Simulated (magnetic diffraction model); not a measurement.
## Cr3B2: what an assumed order does to the neutron pattern

Space group Cmcm (no. 63), a = 2.6730 Å, b = 8.9920 Å, c = 6.7320 Å.

| site | atom | x | y | z |
| --- | --- | --- | --- | --- |
| 8f | Cr | 1/2 | 0.3504 | 0.9273 |
| 4c | Cr | 1/2 | 0.0964 | 3/4 |
| 4b | B | 1/2 | 0 | 0 |
| 4c | B | 0 | 0.2467 | 3/4 |

The compound is invented for this exercise: a known structure type with other elements, its cell scaled to their sizes and not relaxed.

Only Cr is taken to order (form factors of Cr2+); orders and moment sizes are assumed, and not adapted to the symmetry. Radiation: neutrons of λ = 1.594 Å (absorption by B left out), 2° to 70°; isotropic B of 0.23 Å² (Cr) and 0.34 Å² (B). Simulated constant-wavelength pattern: nuclear and magnetic terms add, the magnetic one as |2.695 fm × Σ f S⊥ exp(2πi Q·r) exp(−B s²)|², summed over all Q at one angle with the factor 1/(sin²θ cos θ). For collinear order S is the moment m, which repeats by lattice and centring translations R with the sign exp(−2πi k·R). Free-ion form factors, Sears's scattering lengths of 1992, no absorption; a label names one of the reflections at its angle. The strongest nuclear line in the range is 100, and lines under 0.2 are left out.

Assume the order k = (1 0 0), collinear moments along [110], 1.79 μB on Cr; signs + at (1/2, 0.3504, 0.9273), + at (0, 0.1496, 0.0727), − at (1/2, 0.3504, 0.5727), + at (1/2, 0.0964, 3/4), − at (0, 0.1496, 0.4273), − at (0, 0.4036, 1/4).

Predict the pattern, nuclear and magnetic parts apart.

```tsv
2θ (°)	index	nuclear	magnetic
10.17	(0 1 0)	0.0	6.4
17.01	(0 1 1)	0.0	119.1
20.42	(0 2 0)	1.2	0.0
24.62	(0 2 1)	0.6	0.0
27.39	(0 0 2)	0.5	0.0
29.29	(0 1 2)	0.0	23.5
33.84	(0 3 1)	0.0	3.2
34.41	(0 2 2)	62.9	0.0
34.70	(1 0 0)	0.0	4.5
36.25	(1 1 0)	13.6	0.0
38.88	(1 1 1)	0.6	0.0
40.59	(1 2 0)	0.0	0.5
41.53	(0 4 0)	1.2	0.0
41.72	(0 3 2)	0.0	5.7
42.95	(0 1 3)	0.0	1.8
43.00	(1 2 1)	0.0	24.9
43.90	(0 4 1)	9.3	0.0
44.76	(1 0 2)	0.0	12.7
46.77	(0 2 3)	61.9	0.0
47.09	(1 3 0)	76.0	0.0
49.25	(1 3 1)	100.0	0.0
49.67	(1 2 2)	0.0	1.4
50.47	(0 4 2)	0.4	0.0
52.68	(0 3 3)	0.0	1.2
54.61	(0 5 1)	0.0	0.7
55.19	(1 4 0)	0.0	0.4
55.34	(1 3 2)	86.0	0.0
56.34	(1 1 3)	66.3	0.0
56.53	(0 0 4)	31.2	0.0
57.13	(1 4 1)	0.0	1.8
57.60	(0 1 4)	0.0	2.4
59.53	(1 2 3)	0.0	1.8
60.24	(0 4 3)	1.8	0.0
60.33	(0 5 2)	0.0	0.3
60.75	(0 2 4)	1.2	0.0
62.70	(1 4 2)	0.0	2.0
64.25	(0 6 0)	1.2	0.0
64.57	(1 5 0)	0.5	0.0
64.63	(1 3 3)	28.2	0.0
65.79	(0 3 4)	0.0	1.7
66.03	(0 6 1)	0.2	0.0
66.34	(1 5 1)	41.1	0.0
68.06	(1 0 4)	0.0	2.4
69.03	(1 1 4)	51.2	0.0
```

The strongest magnetic line in the range is (0 1 1) at 17.01° (119.1). On top of the Lorentz factor, which all lines share, magnetic lines fade with angle because f falls: for Cr2+ it is 0.88, 0.62, 0.37 and 0.09 at sin θ/λ = 0.1, 0.2, 0.3 and 0.5 Å⁻¹, while nuclear lengths stay constant. The order has no net moment.

[Logs are printed without paths, hosts, clocks, repeated set-up lines and the standing remarks that a program may print on its own settings, such as how far it seeks lower states.]
